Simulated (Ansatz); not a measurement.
**What do other settings change for AlN(110) slab (350 atoms)?**

The cell holds 350 atoms: 175 Al and 175 N. Cell: a = 21.680 Å, b = 21.900 Å, c = 16.194 Å, α = 90.0°, β = 90.0°, γ = 90.0°. It derives from AlN (zinc-blende). Zinc-blende AlN (a = 4.38 Å), (110) slab of 5 repeat layers, 7 x 5 surface cells, 10 Å of vacuum; atoms within 2.32 Å of the bottom held; not relaxed, displaced by a Gaussian of 0.02 Å. Vacuum lies along c.

Geometry: as built.

Reference run: Kohn-Sham DFT, PBE, PAW (set soft_2), plane waves (Ansatz 0.2.0), cutoff 420 eV, Γ point, fixed occupations.

| Quantity | Value |
| --- | --- |
| r.m.s. force component | 1.053 eV/Å |
| gap (highest filled to lowest empty level) | 1.018 eV |
| SCF cycles | 10 |
| time | 10 s on 1 × NVIDIA H100 80GB HBM3 with 5 threads of AMD EPYC 7R13 (Zen 3), shared host |

**Question.** The cell is repeated and solved at Γ. How do error, time and memory go?
- plane waves, 350 atoms (1×1×1)
- support functions, 350 atoms (1×1×1)
- support functions, 1400 atoms (2×2×1)
- truncated density matrix, 1400 atoms (2×2×1)
- support functions, 3150 atoms (3×3×1)
- truncated density matrix, 3150 atoms (3×3×1)
- truncated density matrix, 5600 atoms (4×4×1)

Differences are against the typed cell on a 1×1×1 mesh, which samples like Γ on 350 atoms (r.m.s. force component 1.05 eV/Å, gap 1.02 eV). Every repeated cell is solved at Γ, and forces are averaged over the copies of each atom. Hardware: 1 × NVIDIA H100 80GB HBM3 with 5 threads of AMD EPYC 7R13 (Zen 3), shared host.

```tsv
atoms	repeats	basis	Δ force, r.m.s. (meV/Å)	Δ energy (meV/atom)	less plane waves of the same size (meV/atom)	gap (eV)	spread among copies (meV/Å)	SCF cycles	time	host memory (GiB)	planned on the GPU (GiB)
350	1×1×1	plane waves	0.001	0	-	1.02	-	10	6 s	1.9	21
350	1×1×1	support functions	0.598	-2.90	-2.9	1.02	-	19	9.5 s	2.0	8.9
1400	2×2×1	support functions	0.719	-3.04	-	1.02	0.051	20	36 s	5.8	32
1400	2×2×1	truncated density matrix	0.747	-3.04	-	-	0.045	21	37 s	5.7	32
3150	3×3×1	support functions	0.731	-3.04	-	1.02	0.053	21	97 s	12	69
3150	3×3×1	truncated density matrix	0.741	-3.04	-	-	0.047	23	1.8 min	12	52
5600	4×4×1	truncated density matrix	0.751	-3.04	-	-	0.041	28	3.9 min	32	63
```

With support functions, the time grows as the 1.2 power of the atom count between the two largest sizes, 1400 and 3150 atoms. With the truncated density matrix, the time grows as the 1.3 power of the atom count between the two largest sizes, 3150 and 5600 atoms. At 3150 atoms truncation (run in mixed precision) changes the energy by +0.0005 meV/atom and takes 1.1 times the time of the full density matrix. At equal size the support functions lie 2.9 meV/atom below plane waves, likely because their grid holds more waves than 420 eV; no run tests this. At the largest size the support functions' forces differ from the reference by 0.069 % of the r.m.s. force, which holds the difference of sampling between the two as well as that of the basis. In some support-function runs the search for missed states was left out or partial.

[Logs are printed without paths, hosts, clocks, repeated set-up lines and the standing remarks that a program may print on its own settings, such as how far it seeks lower states.]

[Hosts, paths, dates, database ids (printed as entryN), source tags and the programs' standing remarks are cut or masked in the printed files.]
